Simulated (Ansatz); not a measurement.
# CsH (Pm-3m): from the cell to its phonons

Aim: the vibrations of CsH (Pm-3m), their spectra, and whether the structure is stable.

Calculated with Ansatz 0.2.0; DFT LDA, scalar-relativistic, plane waves, PAW.

## 1. The starting structure

The structure is cubic, space group Pm-3m (No. 221). The conventional cell has a = 3.818 Å, b = 3.818 Å, c = 3.818 Å, α = 90.00°, β = 90.00°, γ = 90.00°. Cs has 8 H at 3.31 Å nearest. Nearest to H lie 8 Cs at 3.31 Å. Farther neighbours are not listed.

## 2. Bringing the structure to rest

The cell and atoms are relaxed, since residual forces and stress would shift the frequencies.

input.yaml

```yaml
crystal:
  lattice:
    - [3.81840854, 0.0, 0.0]
    - [0.0, 3.81840854, 0.0]
    - [0.0, 0.0, 3.81840854]
  atoms:
    - { symbol: Cs, position: [0.0, 0.0, 0.0] }
    - { symbol: H, position: [0.5, 0.5, 0.5] }
kpoints:
  mp_grid: { grid: [8, 8, 8] }
hamiltonian:
  xc: lda
scf:
  occupations: { method: gaussian, width: 0.02 }
output:
  forces: true
  stress: true
  eigenvalues: true
relax:
  adjacent_minimum: "off"
  f_tol: 0.005
  max_steps: 80
  cell: { stress_tol: 0.05 }
```

Run with:

```bash
$ ansatz run input.yaml --threads 4 --pin off --max-ram 7168MiB --backend cpu --events-out ev --progress --plain --runs-dir out
```

Numbers of over 12 decimals in the logs are rounded to 6 here.

Output:

```text
Engine: ansatz 0.2.0, x86_64-unknown-linux-gnu
Pseudopotentials: kind: paw
Pseudopotential: Cs, paw, valence charge 9, recommended cutoff 420 eV (normal), Cs.paw.azcp
Pseudopotential: H, paw, valence charge 1, recommended cutoff 420 eV (normal), H.paw.azcp
Functional definition: SPW92
  exchange = slater_x
  correlation = pw_c
Crystal: 2 atoms, lattice volume = 55.673 Å³
Basis set: ecut = 420 eV, 1045 PW (Γ)
Bands: 9, of which v1, the nominal top of the filled ones, is band 5 counted from 1 (4 counted from 0)
Symmetry: 48 space group operations
Space group: Pm-3m (ITA 221), of the structure as read, at distance tolerance 3.8e-5 Å
k-points: 35 of 512
Non-local potential: Cs, projectors of the file, l = 0: 3, l = 1: 2, l = 2: 2, l = 3: 2
Non-local potential: H, projectors of the file, l = 0: 2, l = 1: 1
PAW form: soft (Blöchl's): semilocal exchange-correlation on the pseudo side does not see the compensation charge
PAW frozen core: Cs, regenerated for the run's functional, and the local potential with it (the file was generated under x = pbe(κ = 0.804, μ = 0.219515), c = pbe(β = 0.066725))
PAW one-centre angular grid: Cs, 194 points (default); XC on 64 Gauss nodes
PAW one-centre angular grid: H, 110 points (default); XC on 64 Gauss nodes
Initial density: superposition of atomic densities (neutral atoms: chi_scale 0, normalization atom), corrected by the library's trained network
Initial wavefunctions: pseudopotential atomic-orbital guess
Functional: x = slater, c = lda
SCF iter   1: F=—  HF=-5520.924531 eV  |F-HF|=—  |Δ(HF+E_count)|=         —  Δρ=8.71e-3  dr2=5.10e-2  ethr=1.77e-3  ⟨swp⟩=6.7  Hψ=2743  notcnv=0
preconditioner: auto → none  [insulator: Δε(μ)=2.018 eV  Ē_g=11.622 eV  σ=0.020 eV  W_gap=1.00  n_scr=6 (ndim 8)  ℏωp=14.1 eV  f_vac=0.000  D(μ)=0.00/eV (n_scr^D=0)  ε∞_Penn≈2.5]
SCF iter   2: F=—  HF=-5520.906462 eV  |F-HF|=—  |Δ(HF+E_count)|=   1.81e-2  Δρ=1.48e-3  dr2=1.04e-3  ethr=5.10e-4  ⟨swp⟩=2.1  Hψ=735  notcnv=0
SCF iter   3: F=—  HF=-5520.906255 eV  |F-HF|=—  |Δ(HF+E_count)|=   2.07e-4  Δρ=5.87e-4  dr2=1.32e-4  ethr=1.04e-5  ⟨swp⟩=1.3  Hψ=344  notcnv=0
SCF iter   4: F=—  HF=-5520.906248 eV  |F-HF|=—  |Δ(HF+E_count)|=   7.22e-6  Δρ=8.57e-5  dr2=1.77e-6  ethr=1.32e-6  ⟨swp⟩=2.1  Hψ=461  notcnv=0
SCF iter   5: F=—  HF=-5520.906248 eV  |F-HF|=—  |Δ(HF+E_count)|=   3.07e-7  Δρ=1.60e-5  dr2=1.45e-7  ethr=1.77e-8  ⟨swp⟩=2.0  Hψ=455  notcnv=0
SCF iter   6: F=-5520.906248 eV  HF=-5520.906248 eV  |F-HF|=3.42e-10  |Δ(HF+E_count)|=   7.08e-8  Δρ=1.46e-6  dr2=1.07e-9  ethr=1.00e-9  ⟨swp⟩=5.0  Hψ=1551  notcnv=0
SCF 1 converged in 6 iterations: F = -5520.906248 eV  dr2 = 1.07e-9
  greatest PAW one-centre occupation: 0.928 electrons in one spin orbital (limit 2), on the Cs atom at site 0 (counted from 0), in its partial waves of l = 0
relax step   1: F+E_penalty+E_count = -5520.90624836 eV  Δ(F+E_penalty+E_count) = +0.000e0 eV  max|allowed force component| = 5.259e-31 eV/Å  Δτ_max = 0.0000 Å  P = -1.940 GPa  Ω = 55.673 Å³  (6 SCF iters, dr2 threshold 1.00e-7 eV, accepted)
Crystal: 2 atoms, lattice volume = 51.709 Å³
Basis set: ecut = 420 eV, 1021 PW (Γ)
Initial density: handed on by an earlier stage of this run
Initial wavefunctions: those handed on with the density
iter 1 solved again at ethr=7.29e-5 eV; its pass at ethr=3.10e-3 eV (dr2=7.29e-3 eV) is discarded
SCF iter   1: F=—  HF=-5520.948303 eV  |F-HF|=—  |Δ(HF+E_count)|=         —  Δρ=2.83e-3  dr2=6.94e-3  ethr=7.29e-5  ⟨swp⟩=1.5  Hψ=3151  notcnv=0
preconditioner: auto → none  [insulator: Δε(μ)=2.557 eV  Ē_g=11.747 eV  σ=0.020 eV  W_gap=1.00  n_scr=6 (ndim 8)  ℏωp=14.6 eV  f_vac=0.000  D(μ)=0.00/eV (n_scr^D=0)  ε∞_Penn≈2.5]
SCF iter   2: F=—  HF=-5520.945575 eV  |F-HF|=—  |Δ(HF+E_count)|=   2.73e-3  Δρ=2.92e-4  dr2=3.93e-5  ethr=6.94e-5  ⟨swp⟩=2.2  Hψ=507  notcnv=0
SCF iter   3: F=—  HF=-5520.945571 eV  |F-HF|=—  |Δ(HF+E_count)|=   4.18e-6  Δρ=1.61e-4  dr2=7.20e-6  ethr=3.93e-7  ⟨swp⟩=2.1  Hψ=469  notcnv=0
SCF iter   4: F=-5520.945570 eV  HF=-5520.945571 eV  |F-HF|=1.45e-7  |Δ(HF+E_count)|=   3.41e-7  Δρ=1.63e-5  dr2=1.97e-7  ethr=2.00e-9  ⟨swp⟩=3.9  Hψ=1773  notcnv=0
SCF 2 converged in 4 iterations: F = -5520.945570 eV  dr2 = 1.97e-7
relax step   2: F+E_penalty+E_count = -5520.94557036 eV  Δ(F+E_penalty+E_count) = -3.932e-2 eV  max|allowed force component| = 7.231e-31 eV/Å  Δτ_max = 0.0000 Å  P = -1.122 GPa  Ω = 51.709 Å³  energy of the carried Pulay correction = +6.575e-4 eV  (4 SCF iters, dr2 threshold 2.00e-7 eV, accepted)
Crystal: 2 atoms, lattice volume = 47.114 Å³
Basis set: ecut = 420 eV, 925 PW (Γ)
iter 1 solved again at ethr=1.15e-4 eV; its pass at ethr=3.10e-3 eV (dr2=1.15e-2 eV) is discarded
SCF iter   1: F=—  HF=-5520.962607 eV  |F-HF|=—  |Δ(HF+E_count)|=         —  Δρ=3.91e-3  dr2=1.15e-2  ethr=1.15e-4  ⟨swp⟩=1.3  Hψ=3131  notcnv=0
preconditioner: auto → none  [insulator: Δε(μ)=2.492 eV  Ē_g=11.952 eV  σ=0.020 eV  W_gap=1.00  n_scr=6 (ndim 8)  ℏωp=15.3 eV  f_vac=0.000  D(μ)=0.00/eV (n_scr^D=0)  ε∞_Penn≈2.6]
SCF iter   2: F=—  HF=-5520.957991 eV  |F-HF|=—  |Δ(HF+E_count)|=   4.62e-3  Δρ=3.69e-4  dr2=8.03e-5  ethr=1.15e-4  ⟨swp⟩=2.0  Hψ=489  notcnv=0
SCF iter   3: F=—  HF=-5520.957992 eV  |F-HF|=—  |Δ(HF+E_count)|=   1.62e-6  Δρ=2.15e-4  dr2=1.08e-5  ethr=8.03e-7  ⟨swp⟩=2.3  Hψ=504  notcnv=0
SCF iter   4: F=—  HF=-5520.957991 eV  |F-HF|=—  |Δ(HF+E_count)|=   1.33e-6  Δρ=5.54e-5  dr2=1.77e-6  ethr=1.08e-7  ⟨swp⟩=2.0  Hψ=467  notcnv=0
SCF iter   5: F=—  HF=-5520.957990 eV  |F-HF|=—  |Δ(HF+E_count)|=   6.80e-7  Δρ=2.71e-5  dr2=4.12e-7  ethr=1.77e-8  ⟨swp⟩=2.0  Hψ=452  notcnv=0
SCF iter   6: F=-5520.957990 eV  HF=-5520.957990 eV  |F-HF|=8.97e-9  |Δ(HF+E_count)|=   2.07e-7  Δρ=5.17e-6  dr2=1.20e-8  ethr=2.00e-9  ⟨swp⟩=5.3  Hψ=1676  notcnv=0
SCF 3 converged in 6 iterations: F = -5520.957990 eV  dr2 = 1.20e-8
relax step   3: F+E_penalty+E_count = -5520.95798996 eV  Δ(F+E_penalty+E_count) = -1.242e-2 eV  max|allowed force component| = 9.039e-31 eV/Å  Δτ_max = 0.0000 Å  P = +0.456 GPa  Ω = 47.114 Å³  energy of the carried Pulay correction = +1.483e-3 eV  (6 SCF iters, dr2 threshold 2.00e-7 eV, accepted)
[...]
relax step   4: F+E_penalty+E_count = -5520.95931131 eV  Δ(F+E_penalty+E_count) = -1.321e-3 eV  max|allowed force component| = 6.574e-31 eV/Å  Δτ_max = 0.0000 Å  P = +0.013 GPa  Ω = 48.173 Å³  energy of the carried Pulay correction = +1.287e-3 eV  (4 SCF iters, dr2 threshold 2.00e-7 eV, accepted)
Initial wavefunctions: pseudopotential atomic-orbital guess (no wavefunctions were taken with the density)
iter 1 solved again at ethr=2.53e-6 eV; its pass at ethr=3.10e-3 eV (dr2=2.53e-4 eV) is discarded
SCF iter   1: F=—  HF=-5520.958439 eV  |F-HF|=—  |Δ(HF+E_count)|=         —  Δρ=1.42e-4  dr2=9.55e-7  ethr=2.53e-6  ⟨swp⟩=2.9  Hψ=3536  notcnv=0
eigensolver tolerance schedule: the retry pair's looser diagonalisation over-reported the residual by 264.53 of it (diagonalisation noise at 0.28 of the residual, at the tolerance the schedule requests for it); recorded, not acted on — ethr = c·dr2/N_el stays at c = 1.0e-1
preconditioner: auto → none  [insulator: Δε(μ)=2.419 eV  Ē_g=11.914 eV  σ=0.020 eV  W_gap=1.00  n_scr=6 (ndim 8)  ℏωp=15.1 eV  f_vac=0.000  D(μ)=0.00/eV (n_scr^D=0)  ε∞_Penn≈2.6]
SCF iter   2: F=—  HF=-5520.958441 eV  |F-HF|=—  |Δ(HF+E_count)|=   1.92e-6  Δρ=7.03e-5  dr2=2.06e-7  ethr=9.55e-9  ⟨swp⟩=2.1  Hψ=397  notcnv=0
SCF iter   3: F=—  HF=-5520.958442 eV  |F-HF|=—  |Δ(HF+E_count)|=   7.08e-7  Δρ=5.32e-6  dr2=2.08e-9  ethr=2.06e-9  ⟨swp⟩=1.6  Hψ=340  notcnv=0
SCF iter   4: F=-5520.958442 eV  HF=-5520.958442 eV  |F-HF|=9.09e-12  |Δ(HF+E_count)|=   2.42e-9  Δρ=2.61e-7  dr2=1.92e-11  ethr=1.00e-12  ⟨swp⟩=4.9  Hψ=1566  notcnv=0
SCF 5 converged in 4 iterations: F = -5520.958442 eV  dr2 = 1.92e-11
relax step   5: F+E_penalty+E_count = -5520.95844201 eV  Δ(F+E_penalty+E_count) = +8.693e-4 eV  max|allowed force component| = 3.780e-31 eV/Å  Δτ_max = 0.0000 Å  P = -0.003 GPa  Ω = 48.173 Å³  stress off target by 3.31e-3 GPa  SCF on the basis re-selected at this cell (its energy is not comparable with the rows above)  (4 SCF iters)
basis re-selected at this cell: Δ(F+E_penalty+E_count) = +8.693e-4 eV, ΔP = -0.016 GPa vs the last step (what re-selecting the basis moved, of the pressure what is left beyond the Pulay correction that the steps carried, after the strain that the cell walked since its last selection, with what the two solves' SCF thresholds leave and, on support functions, any second-order correction that the steps lacked; it is no measure of the basis error at this ecutwfc). The dense FFT grid was sized anew with the basis: this SCF ran on 25×25×25 points, the steps before it on 27×27×27, so part of this shift can come from that change (see relax.cell in the input reference). [rest of the remark cut]
SCF converged after 4 iterations
Free energy (F): -5520.958442 eV
Harris-Foulkes:  -5520.958442 eV  (|F-HF|=9.09e-12)
Internal energy: -5520.958442 eV  (E = F + TS)
E sigma→0 (E₀):  -5520.958442 eV
Fermi energy:    6.535026 eV
--- Per-component energies (eV) ---
  E_band       = -41.166532
  E_kinetic    = 156.178976
  E_local      = -204.884509  (includes V_loc(G=0)·N_el)
  E_nonlocal   = 33.805174
  E_hartree    = 68.197586
  E_xc         = -182.309722
  E_vxc        = -139.019232  (∫ρ·V_xc dr)
  E_paw        = -4903.283414  (= ΣΔE_a)
  E_vpaw       = -23.641077  (= ΣTr[D̂ρ^β])
  E_aug_tail   = -0.001034  (compensation charges beyond the density's cutoff)
  E_ewald      = -488.932056
  E_core_change = 0.270556  (= ΣΔE_core)
  E_smearing   = -0.000000  (= −TS)
  E_closure    = 0.000000  (closes the sum)
  Σ components = -5520.958442   (vs F -5520.958442, Δ=0.00e0)
--- Forces (eV/Å), atoms counted from 1 ---
  atom   1  Cs    -0.00000000    -0.00000000    -0.00000000
  atom   2  H      0.00000000     0.00000000     0.00000000
  max |Σ_I F_I| component: 3.62e-31 eV/Å
--- Stress (GPa, compression-positive) ---
       -0.003315      -0.000000       0.000000
       -0.000000      -0.003315      -0.000000
        0.000000      -0.000000      -0.003315
  P = ⅓ Tr σ = -0.0033 GPa (-0.033 kbar)
--- Band table (eV; the first three rows and the last of 35) ---
  k-point 0: bands = ["-16.4939", "-2.1680", "-2.1680", "-2.1680", "3.1705", "8.4690", "8.4690", "13.5894", "15.7092"]
  k-point 1: bands = ["-16.4583", "-2.5774", "-2.1349", "-2.1349", "3.4859", "8.5749", "8.8953", "12.8825", "14.1837"]
  k-point 2: bands = ["-16.3700", "-3.4001", "-2.0531", "-2.0531", "4.1634", "8.8623", "9.2710", "12.7658", "12.8425"]
  k-point 34: bands = ["-15.7676", "-3.5285", "-3.5285", "-3.5285", "5.3253", "7.7450", "7.7450", "7.7450", "17.3502"]
--- Relaxed structure (4 steps of the walk, 4 accepted, 1 SCFs on fresh bases) ---
  F+E_penalty+E_count = -5520.95844201 eV   max|allowed force component| = 3.780e-31 eV/Å   (the final SCF, on the basis selected at the relaxed cell)
  cell:  # Å, volume = 48.1729 Å³
    - [3.638599, 0, 0]
    - [0, 3.638599, 0]
    - [0, 0, 3.638599]
  atoms:
    - { symbol: Cs, position: [0, 0, 0] }
    - { symbol: H, position: [0.5, 0.5, 0.5] }
```

Elapsed: 1.7 s, on 4 threads of Intel Xeon 6975P-C (Granite Rapids), shared host; peak memory 0.36 GiB; 5.2 s of CPU time.

Relaxation path:

```
step  energy less that of the first step (eV)  largest force component (eV/Å)  pressure (GPa)  volume (Å³)
   1                                   0.0000                          0.0000           -1.94        55.67
   2                                  -0.0393                          0.0000           -1.12        51.71
   3                                  -0.0517                          0.0000            0.46        47.11
   4                                  -0.0531                          0.0000            0.01        48.17
  5*                                  -0.0522                          0.0000            0.00        48.17
```

Relaxation steps marked * repeat the geometry before them on a plane-wave basis chosen anew for their cell, so energy and pressure can jump there.

The run keeps the 48 symmetry operations that it works with, so distortions that break them were not tested.

```
conventional cell, symmetrised  before  after   change
                         a (Å)   3.818  3.639   -4.7 %
                         b (Å)   3.818  3.639   -4.7 %
                         c (Å)   3.818  3.639   -4.7 %
              volume (Å³/atom)   27.84  24.09  -13.5 %
```

The relaxed structure:

```cif
data_structure
_symmetry_space_group_name_H-M 'P 1'
_symmetry_Int_Tables_number 1
_cell_length_a 3.6386
_cell_length_b 3.6386
_cell_length_c 3.6386
_cell_angle_alpha 90.000
_cell_angle_beta 90.000
_cell_angle_gamma 90.000
_cell_volume 48.17
loop_
_atom_site_label
_atom_site_type_symbol
_atom_site_fract_x
_atom_site_fract_y
_atom_site_fract_z
_atom_site_occupancy
Cs1 Cs 0.00000 0.00000 0.00000 1
H2 H 0.50000 0.50000 0.50000 1
```

Numbers from this step:

* pressure: -0.003315 GPa
* gap on the k-mesh: 2.420 eV
* volume per atom: 24.09 Å³
* direct gap on mesh: 2.420 eV

In this step the volume went from 27.84 to 24.09 Å³/atom.

## 3. Bringing the structure to rest

The relaxation is repeated from its end on the same settings, as a check that it has come to rest.

input.yaml, as its differences from that of step 2:

```diff
@@ -2,5 +2,5 @@
   lattice:
-    - [3.81840854, 0.0, 0.0]
-    - [0.0, 3.81840854, 0.0]
-    - [0.0, 0.0, 3.81840854]
+    - [3.6385986822, 0.0, 0.0]
+    - [0.0, 3.6385986822, 0.0]
+    - [0.0, 0.0, 3.6385986822]
   atoms:
```

Output:

```text
[...]
Crystal: 2 atoms, lattice volume = 48.173 Å³
Basis set: ecut = 420 eV, 925 PW (Γ)
Bands: 9, of which v1, the nominal top of the filled ones, is band 5 counted from 1 (4 counted from 0)
Symmetry: 48 space group operations
[...]
k-points: 35 of 512
[...]
P = ⅓ Tr σ = -0.0033 GPa (-0.033 kbar)
--- Band table (eV; the first three rows and the last of 35) ---
[...]
--- Relaxed structure (1 steps of the walk, 1 accepted, 1 SCFs on fresh bases) ---
[...]
cell:  # Å, volume = 48.1729 Å³
    - [3.6385986822, 0.0, 0.0]
    - [0.0, 3.6385986822, 0.0]
    - [0.0, 0.0, 3.6385986822]
  atoms:
    - { symbol: Cs, position: [0.0, 0.0, 0.0] }
    - { symbol: H, position: [0.5, 0.5, 0.5] }
[key lines of the parts left out:]
SCF converged after 5 iterations
Free energy (F): -5520.958442 eV
Fermi energy:    6.535026 eV
```

The job ended after 0.84 s (4 threads; peak memory 0.38 GiB; 2.3 s of CPU time).

Little changed from the start: no atom moved by 0.005 Å and no cell edge by 0.1 %.

In this step the volume went from 24.09 to 24.09 Å³/atom.

## 4. Tight relaxation

Phonons need a cell at rest on their own settings, so the relaxation is repeated with tight tolerances on forces and stress, using the mesh and the filling of the phonon run that follows.

input.yaml, the sections that differ from step 3:

```yaml
scf:
  occupations: { method: fixed }
relax:
  adjacent_minimum: "off"
  f_tol: 0.001
  max_steps: 60
  cell: { stress_tol: 0.01 }
# crystal, kpoints, hamiltonian, output: as in step 3
```

Output:

```text
[...]
Crystal: 2 atoms, lattice volume = 48.173 Å³
Basis set: ecut = 420 eV, 925 PW (Γ)
Bands: 9, of which v1, the nominal top of the filled ones, is band 5 counted from 1 (4 counted from 0)
Symmetry: 48 space group operations
[...]
k-points: 35 of 512
[...]
P = ⅓ Tr σ = -0.0033 GPa (-0.033 kbar)
--- Band table (eV; the first three rows and the last of 35) ---
[...]
--- Relaxed structure (1 steps of the walk, 1 accepted, 1 SCFs on fresh bases) ---
[...]
cell:  # Å, volume = 48.1729 Å³
    - [3.6385986822, 0.0, 0.0]
    - [0.0, 3.6385986822, 0.0]
    - [0.0, 0.0, 3.6385986822]
  atoms:
    - { symbol: Cs, position: [0.0, 0.0, 0.0] }
    - { symbol: H, position: [0.5, 0.5, 0.5] }
[key lines of the parts left out:]
SCF converged after 8 iterations
Free energy (F): -5520.958442 eV
Fermi energy:    5.325282 eV
```

Run time: 1.5 s. Hardware: 4 threads; peak memory 0.37 GiB.

Little changed from the start: no atom moved by 0.005 Å and no cell edge by 0.1 %.

Numbers from this step:

| Quantity | Value |
| --- | --- |
| pressure | -0.003313 GPa |

The forces vanish by symmetry and the pressure is -0.003 GPa, within the tolerances set. The cell now holds 24.09 Å³/atom.

[end of part 1 of 4]

[Logs are printed without paths, hosts, clocks, repeated set-up lines and the standing remarks that a program may print on its own settings, such as how far it seeks lower states.]

[Hosts, paths, dates, database ids (printed as entryN), source tags and the programs' standing remarks are cut or masked in the printed files.]
